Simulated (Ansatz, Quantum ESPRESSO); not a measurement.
# LiCl (Fm-3m): Raman and infrared activity, part 2 of 3

Aim: Raman and infrared lines of LiCl (Fm-3m).

Quantum ESPRESSO 8.0 development, patched; DFT LDA, scalar-relativistic, plane waves, PseudoDojo norm-conserving pseudopotentials.

So far. Step 2 (A first look): A gap of 6.0 eV opens on this mesh, so the crystal is taken as an insulator; the start stands at -3.3 GPa. Step 4 (Ground state): The cell stands at -0.021 GPa, close enough for phonons. The relaxed cell has a = 4.965 Å (conventional setting).

The database entry behind the starting cell differs from later determinations by our own check (0.1 to 0.3 % short, probably kX units), so it need not match the best structure at ambient conditions.

## (5) Zone-centre response

At q = 0 one unit cell holds all displacements; symmetry groups them into irreducible representations that are solved one by one. The response to a field gives ε∞ and the Born charges, which polar modes need. Third-order response adds the Raman tensors.

ph.in reads:

```
phonons
 &inputph
    prefix='x',
    outdir='./tmp',
    fildyn='g.dyn',
    tr2_ph=1.0d-18,
    epsil=.true.,
    lraman=.true.,
    elop=.true.,
 /
0.000000000000 0.000000000000 0.000000000000
```

The run is started by

```
$ OMP_NUM_THREADS=1 mpirun -n 2 ph.x -nk 2 -in ph.in > ph.out
```

What it wrote:

```text
[banners, grids, parts of the stress and lines that vanish by symmetry left out]
[banner, memory and clock lines left out]
Program PHONON v.8.0dev

     Dynamical matrices for q-points given in input
     (   1q-points):
       N         xq(1)         xq(2)         xq(3)
       1   0.000000000   0.000000000   0.000000000

     ./tmp/x.save/

     IMPORTANT: XC functional enforced from input :
     Exchange-correlation= PW
                           (   1   4   0   0   0   0   0)
     Any further DFT definition will be discarded
     Please, verify this is what you really want

     G-vector sticks info

     Reading collected, re-writing distributed wavefunctions in ./tmp/

     Number and degeneracy of irreps per q-point
       N         xq(1)         xq(2)         xq(3)   N irreps
       1   0.000000000   0.000000000   0.000000000       2
        3   3

     Calculation of q =    0.0000000   0.0000000   0.0000000

     phonons

     bravais-lattice index     =            2
     lattice parameter (alat)  =       9.3818  a.u.
     unit-cell volume          =     206.4433 (a.u.)^3
     number of atoms/cell      =            2
     number of atomic types    =            2
     kinetic-energy cut-off    =      74.0000  Ry
     charge density cut-off    =     296.0000  Ry
     convergence threshold     =      1.0E-18
     beta                      =       0.7000
     number of iterations used =            4
     Exchange-correlation= PW
                           (   1   4   0   0   0   0   0)

     celldm(1)=    9.38182  celldm(2)=    0.00000  celldm(3)=    0.00000
     celldm(4)=    0.00000  celldm(5)=    0.00000  celldm(6)=    0.00000

     crystal axes: (cart. coord. in units of alat)
               a(1) = ( -0.5000  0.0000  0.5000 )
               a(2) = (  0.0000  0.5000  0.5000 )
               a(3) = ( -0.5000  0.5000  0.0000 )

     reciprocal axes: (cart. coord. in units 2 pi/alat)
               b(1) = ( -1.0000 -1.0000  1.0000 )
               b(2) = (  1.0000  1.0000  1.0000 )
               b(3) = ( -1.0000  1.0000 -1.0000 )

     Atoms inside the unit cell:

     Cartesian axes

     site n.  atom      mass           positions (alat units)
        1  Li      6.9400   tau(    1) = (    0.00000    0.00000    0.00000  )
        2  Cl     35.4500   tau(    2) = (   -0.50000    0.50000    0.50000  )

     Computing dynamical matrix for
                    q = (   0.0000000   0.0000000   0.0000000 )

     49 Sym.Ops. (with q -> -q+G )

     G cutoff =  659.9422  (  17837 G-vectors)     FFT grid: ( 40, 40, 40)
     number of k points=    29
                       cart. coord. in units 2pi/alat
        k(    1) = (   0.0000000   0.0000000   0.0000000), wk =   0.0039062
        k(    2) = (  -0.1250000   0.1250000  -0.1250000), wk =   0.0312500
        k(    3) = (  -0.2500000   0.2500000  -0.2500000), wk =   0.0312500
        [... further k-points left out ...]

     PseudoPot. # 1 for Li read from file:
     ./pseudo/Li.upf
     Pseudo is Norm-conserving, Zval =  3.0

     PseudoPot. # 2 for Cl read from file:
     ./pseudo/Cl.upf
     Pseudo is Norm-conserving + core correction, Zval =  7.0

     Mode symmetry, O_h (m-3m)  point group:

     Electric field:
     Dielectric constant
     Born effective charges as d Force / d E
     Raman tensor
     Electro-optic tensor

     Atomic displacements:
     There are    2 irreducible representations

     Representation     1      3 modes -  To be done

     Representation     2      3 modes -  To be done

     Alpha used in Ewald sum =   2.8000

     Electric Fields Calculation

     The passes end when |ddv_scf|^2 is under  8.7E-20 (on this mesh; tr2_ph alone asks  1.0E-18)

      iter #   1   av.it.:   5.8
      thresh= 1.000E-02 alpha_mix =  0.700 |ddv_scf|^2 =  7.095E-08

      [... iterations left out ...]
      iter #   7   av.it.:  11.9
      thresh= 3.665E-10 alpha_mix =  0.700 |ddv_scf|^2 =  1.814E-20

     End of electric fields calculation

          Dielectric constant in cartesian axis

          (       3.187865558       0.000000000      -0.000000000 )
          (       0.000000000       3.187865558       0.000000000 )
          (       0.000000000       0.000000000       3.187865558 )

          Effective charges (d Force / dE) in cartesian axis without acoustic sum rule applied (asr)

           atom    1  Li    Mean Z*:        1.16606
      Ex  (        1.16606        0.00000        0.00000 )
      Ey  (       -0.00000        1.16606       -0.00000 )
      Ez  (        0.00000       -0.00000        1.16606 )
           atom    2  Cl    Mean Z*:       -1.16636
      Ex  (       -1.16636        0.00000        0.00000 )
      Ey  (        0.00000       -1.16636       -0.00000 )
      Ez  (        0.00000       -0.00000       -1.16636 )

          Effective charges Sum: Mean:       -0.00031
             -0.00031        0.00000        0.00000
              0.00000       -0.00031       -0.00000
              0.00000       -0.00000       -0.00031

          Effective charges (d Force / dE) in cartesian axis with asr applied:
           atom    1  Li    Mean Z*:        1.16621
      E*x (        1.16621       -0.00000       -0.00000 )
      E*y (       -0.00000        1.16621        0.00000 )
      E*z (        0.00000        0.00000        1.16621 )
           atom    2  Cl    Mean Z*:       -1.16621
      E*x (       -1.16621        0.00000        0.00000 )
      E*y (        0.00000       -1.16621       -0.00000 )
      E*z (       -0.00000       -0.00000       -1.16621 )

     Calling punch_plot_e
     Writing on file  drho

     Computing Pc [DH,Drho] |psi>

     Derivative coefficient:  0.001000    Threshold: 1.00E-12
     Message from routine dhdrhopsi:
     some bands at k + dk did not converge to eth_ns: the Raman tensors may be inaccurate, compare with a run at another eth_ns or dek
     Non-scf  u_k: avg # of iterations = 16.0
     Non-scf Du_k: avg # of iterations = 24.6

          Dielectric constant from finite-differences

          (       3.187898487       0.000000000       0.000000000 )
          (       0.000000000       3.187898487      -0.000000000 )
          (       0.000000000      -0.000000000       3.187898487 )

              Electro-optic tensor is defined as
            the derivative of the dielectric tensor
              with respect to one electric field
                 units are Rydberg a.u.

            to obtain the static chi^2 multiply by 1/2

            to convert to pm/Volt multiply per 2.7502

          Electro-optic tensor in cartesian axis:

          (      -0.000000000      -0.000000000       0.000000000 )
          (      -0.000000000      -0.000000000       0.000000000 )
          (      -0.000000000      -0.000000000      -0.000000000 )

          (      -0.000000000      -0.000000000       0.000000000 )
          (      -0.000000000      -0.000000000      -0.000000000 )
          (       0.000000000      -0.000000000      -0.000000000 )

          (       0.000000000      -0.000000000       0.000000000 )
          (       0.000000000      -0.000000000       0.000000000 )
          (      -0.000000000      -0.000000000      -0.000000000 )

          Electro-optic tensor: contribution #   1

          (       0.000000000       0.000000000       0.000000000 )
          (      -0.000000000      -0.000000000       0.000000000 )
          (       0.000000000      -0.000000000       0.000000000 )

          (       0.000000000      -0.000000000       0.000000000 )
          (       0.000000000      -0.000000000       0.000000000 )
          (      -0.000000000      -0.000000000       0.000000000 )

          (       0.000000000      -0.000000000       0.000000000 )
          (      -0.000000000      -0.000000000      -0.000000000 )
          (       0.000000000       0.000000000       0.000000000 )

          Electro-optic tensor: contribution #   2

          (      -0.000000000      -0.000000000       0.000000000 )
          (       0.000000000       0.000000000       0.000000000 )
          (      -0.000000000      -0.000000000       0.000000000 )

          (       0.000000000       0.000000000       0.000000000 )
          (      -0.000000000       0.000000000       0.000000000 )
          (       0.000000000      -0.000000000       0.000000000 )

          (       0.000000000      -0.000000000       0.000000000 )
          (       0.000000000      -0.000000000      -0.000000000 )
          (      -0.000000000      -0.000000000      -0.000000000 )

     Computing Second order response

      iter #   1   av.it.:   8.1
      thresh= 1.000E-02 alpha_mix =  0.700 |ddv_scf|^2 =  6.490E-08

      [... iterations left out ...]
      iter #   8   av.it.:  12.0
      thresh= 5.097E-11 alpha_mix =  0.700 |ddv_scf|^2 =  2.939E-21

          Raman tensor (au^-1) in cartesian axis

           atom      1
          (       0.000000000      -0.000000000       0.000000000 )
          (      -0.000000000      -0.000000000       0.000000000 )
          (       0.000000000       0.000000000       0.000000000 )

          (       0.000000000       0.000000000      -0.000000000 )
          (       0.000000000      -0.000000000       0.000000000 )
          (      -0.000000000      -0.000000000      -0.000000000 )

          (      -0.000000000       0.000000000       0.000000000 )
          (      -0.000000000      -0.000000000       0.000000000 )
          (       0.000000000       0.000000000       0.000000000 )

           atom      2
          (      -0.000000000      -0.000000000       0.000000000 )
          (      -0.000000000      -0.000000000      -0.000000000 )
          (       0.000000000      -0.000000000       0.000000000 )

          (       0.000000000      -0.000000000       0.000000000 )
          (      -0.000000000      -0.000000000      -0.000000000 )
          (       0.000000000      -0.000000000       0.000000000 )

          (      -0.000000000      -0.000000000      -0.000000000 )
          (       0.000000000       0.000000000      -0.000000000 )
          (      -0.000000000      -0.000000000      -0.000000000 )

     Raman tensor (A^2)

     atom #    1    pol.  1
      0.784851657908E-23     -0.124466374032E-22      0.154591993224E-22
     -0.229906041205E-23     -0.356750753594E-23      0.167276464463E-22
      0.148249757605E-22      0.594584589324E-23      0.872057397675E-24
     atom #    1    pol.  2
      0.135565286366E-22      0.594584589324E-23     -0.168862023368E-22
      0.160934228844E-22     -0.293328397400E-23      0.214050452157E-23
[...]
atom #    1    pol.  3
[...]
atom #    2    pol.  1
[...]
atom #    2    pol.  2
[...]
atom #    2    pol.  3
[...]
-0.219441352433E-21     -0.976704285396E-22     -0.107818005531E-21

     Representation #   1 modes #   1   2   3

     Self-consistent Calculation

     The passes end when |ddv_scf|^2 is under  8.7E-20 (on this mesh; tr2_ph alone asks  1.0E-18)

      iter #   1   av.it.:   6.5
      thresh= 1.000E-02 alpha_mix =  0.700 |ddv_scf|^2 =  3.023E-07

      [... iterations left out ...]
      iter #   8   av.it.:  11.2
      thresh= 3.881E-11 alpha_mix =  0.700 |ddv_scf|^2 =  1.287E-20

     End of self-consistent calculation

     Convergence has been achieved

     Representation #   2 modes #   4   5   6

     Self-consistent Calculation

     The passes end when |ddv_scf|^2 is under  8.7E-20 (on this mesh; tr2_ph alone asks  1.0E-18)

      iter #   1   av.it.:   5.3
      thresh= 1.000E-02 alpha_mix =  0.700 |ddv_scf|^2 =  9.844E-08

      [... iterations left out ...]
      iter #   7   av.it.:  11.7
      thresh= 4.903E-10 alpha_mix =  0.700 |ddv_scf|^2 =  6.962E-20

     End of self-consistent calculation

     Convergence has been achieved

     Number of q in the star =    1
     List of q in the star:
          1   0.000000000   0.000000000   0.000000000

          Dielectric constant in cartesian axis

          (       3.187865558       0.000000000      -0.000000000 )
          (       0.000000000       3.187865558       0.000000000 )
          (       0.000000000       0.000000000       3.187865558 )

          Effective charges (d Force / dE) in cartesian axis without acoustic sum rule applied (asr)

           atom    1  Li    Mean Z*:        1.16606
      Ex  (        1.16606        0.00000        0.00000 )
      Ey  (       -0.00000        1.16606       -0.00000 )
      Ez  (        0.00000       -0.00000        1.16606 )
           atom    2  Cl    Mean Z*:       -1.16636
      Ex  (       -1.16636        0.00000        0.00000 )
      Ey  (        0.00000       -1.16636       -0.00000 )
      Ez  (        0.00000       -0.00000       -1.16636 )

          Effective charges Sum: Mean:       -0.00031
             -0.00031        0.00000        0.00000
              0.00000       -0.00031       -0.00000
              0.00000       -0.00000       -0.00031

          Effective charges (d Force / dE) in cartesian axis with asr applied:
           atom    1  Li    Mean Z*:        1.16621
      E*x (        1.16621       -0.00000       -0.00000 )
      E*y (       -0.00000        1.16621        0.00000 )
      E*z (        0.00000        0.00000        1.16621 )
           atom    2  Cl    Mean Z*:       -1.16621
      E*x (       -1.16621        0.00000        0.00000 )
      E*y (        0.00000       -1.16621       -0.00000 )
      E*z (       -0.00000       -0.00000       -1.16621 )

     Diagonalizing the dynamical matrix

     q = (    0.000000000   0.000000000   0.000000000 )

 **************************************************************************
     freq (    1) =      -0.029182 [THz] =      -0.973411 [cm-1]
     freq (    2) =      -0.029182 [THz] =      -0.973411 [cm-1]
     freq (    3) =      -0.029182 [THz] =      -0.973411 [cm-1]
     freq (    4) =       6.850334 [THz] =     228.502532 [cm-1]
     freq (    5) =       6.850334 [THz] =     228.502532 [cm-1]
     freq (    6) =       6.850334 [THz] =     228.502532 [cm-1]
 **************************************************************************

     Mode symmetry, O_h (m-3m)  point group:

     freq (   1-   3) =         -1.0  [cm-1]   --> T_1u G_15  G_4- I
     freq (   4-   6) =        228.5  [cm-1]   --> T_1u G_15  G_4- I
```

Run time: 3.2 min. Hardware: 2 MPI ranks of Intel Xeon Platinum 8375C at 2.90GHz (Ice Lake), shared host.

This step gave:

```
miss of the charge sum rule                                       : 3.00e-4 e
largest acoustic frequency at the zone centre before the sum rule : -0.97 cm⁻¹
highest optical zone-centre mode (no LO-TO term)                  : 228.5 cm⁻¹
lowest optical zone-centre mode                                   : 228.5 cm⁻¹
mean high-frequency dielectric constant                           : 3.188
largest Born charge in size (third of the trace)                  : 1.166 e
```

Born charge (rows field, columns displacement), before the sum rule (e), principal values of the symmetric part by kind of site:

```
atom  atoms with these values    low  middle   high   mean
 Li1                        1   1.17    1.17   1.17   1.17
 Cl2                        1  -1.17   -1.17  -1.17  -1.17
```

In full for Cl2:

```
-1.17  0.00  0.00
 0.00 -1.17  0.00
 0.00  0.00 -1.17
```

High-frequency dielectric tensor:

```
3.19 0.00 0.00
0.00 3.19 0.00
0.00 0.00 3.19
```

The acoustic modes at Γ come out as far as 1.0 cm⁻¹ from zero, where they should vanish, a small numerical error; the Born charges miss their sum rule by 3.0e-4 e, which is good.

## (6) Zone-centre analysis

A rigid shift of the crystal must cost nothing, but grids and finite bases break this; the acoustic sum rule is imposed before the matrix is diagonalised again. With Born charges the intensities follow, and the static dielectric tensor.

dynmat.in reads:

```
 &input
    fildyn='g.dyn',
    asr='simple',
    fileig='dynmat.eig',
    lperm=.true.,
 /
```

The run is started by

```
$ dynmat.x -in dynmat.in > dynmat.out
```

What it wrote:

```text
[banner, memory and clock lines left out]
Program DYNMAT v.8.0dev

     Reading Dynamical Matrix from file g.dyn
     ...Force constants read
     ...epsilon and Z* read
     ...Raman cross sections read
     A direction for q was not specified:TO-LO splitting will be absent

     Polarizability (A^3 units)
     multiply by 0.578273 for Clausius-Mossotti correction (not under assume_isolated = 'mt')
         5.326170    0.000000    0.000000
         0.000000    5.326170    0.000000
        -0.000000    0.000000    5.326170

     IR activities are in (D/A)^2/amu units

# mode   [cm-1]    [THz]      IR
    1     -0.00   -0.0000    0.0000
    2     -0.00   -0.0000    0.0000
    3      0.00    0.0000    0.0000
    4    228.50    6.8502    5.4064
    5    228.50    6.8502    5.4064
    6    228.50    6.8502    5.4064

Electronic dielectric permittivity tensor (relative, adimensional)
         3.187866    0.000000    0.000000
         0.000000    3.187866    0.000000
        -0.000000    0.000000    3.187866

 ... with zone-center polar mode contributions
        10.407181    0.000000    0.000000
         0.000000   10.407181   -0.000000
         0.000000    0.000000   10.407181
```

Elapsed: 0.59 s, on 1 thread.

This step gave:

```yaml
mean_static_dielectric_constant: 10.41
```

Unit eigenvectors of the mass-weighted matrix after the sum rule; no LO-TO term. The modes at Γ (shares of kinetic energy by element, %):

```
mode  frequency (cm⁻¹)  symmetry  Li %  Cl %
   1               0.0  acoustic    16    84
   2               0.0  acoustic    16    84
   3               0.0  acoustic    16    84
   4             228.5       T1u    84    16
   5             228.5       T1u    84    16
   6             228.5       T1u    84    16
```

Displacements in mode 6 (228.5 cm⁻¹), the largest set to 1:
```
Li1  0.00  0.21  1.00
Cl2  0.00 -0.04 -0.20
```

Degenerate modes summed, no LO-TO term. Lines of the infrared spectrum (strongest = 100):

```
position (cm⁻¹)  lines merged  label  IR intensity, relative
            228             3    T1u                     100
```

Static dielectric tensor (ions relaxed, fixed cell):

```
10.41  0.00  0.00
 0.00 10.41  0.00
 0.00  0.00 10.41
```

The rule moves no optical mode by more than 0.1 cm⁻¹.

## (7) Sum rules set otherwise (asr no)

Without the rule the raw error of the acoustic modes shows.

dynmat.in reads:

```
 &input
    fildyn='g.dyn',
    asr='no',
    fileig='dynmat.eig',
    lperm=.true.,
 /
```

The run is started by

```
$ dynmat.x -in dynmat.in > dynmat.out
```

What it wrote:

```text
[banner, memory and clock lines left out]
Program DYNMAT v.8.0dev

     Reading Dynamical Matrix from file g.dyn
     ...Force constants read
     ...epsilon and Z* read
     ...Raman cross sections read
     A direction for q was not specified:TO-LO splitting will be absent

     Polarizability (A^3 units)
     multiply by 0.578273 for Clausius-Mossotti correction (not under assume_isolated = 'mt')
         5.326170    0.000000    0.000000
         0.000000    5.326170    0.000000
        -0.000000    0.000000    5.326170

     IR activities are in (D/A)^2/amu units

# mode   [cm-1]    [THz]      IR
    1     -0.97   -0.0292    0.0000
    2     -0.97   -0.0292    0.0000
    3     -0.97   -0.0292    0.0000
    4    228.50    6.8503    5.4055
    5    228.50    6.8503    5.4055
    6    228.50    6.8503    5.4055

Electronic dielectric permittivity tensor (relative, adimensional)
         3.187866    0.000000    0.000000
         0.000000    3.187866    0.000000
        -0.000000    0.000000    3.187866

 ... with zone-center polar mode contributions
        10.405567   -0.000000   -0.000000
        -0.000000   10.405567    0.000000
        -0.000000   -0.000000   10.405567
```

It took 0.57 s on 1 thread.

Zone-centre frequencies as printed; negative means imaginary. Modes:

```
mode  frequency (cm⁻¹)
   1             -0.97
   2             -0.97
   3             -0.97
   4             228.5
   5             228.5
   6             228.5
```

Against the first rule no mode moves by more than 1.0 cm⁻¹.

[end of part 2 of 3]

[Host names and launcher messages were left out of these logs when they were recorded.]

[Logs are printed without paths, hosts, clocks, repeated set-up lines and the standing remarks that a program may print on its own settings, such as how far it seeks lower states.]

[Hosts, paths, dates, database ids (printed as entryN), source tags and the programs' standing remarks are cut or masked in the printed files.]
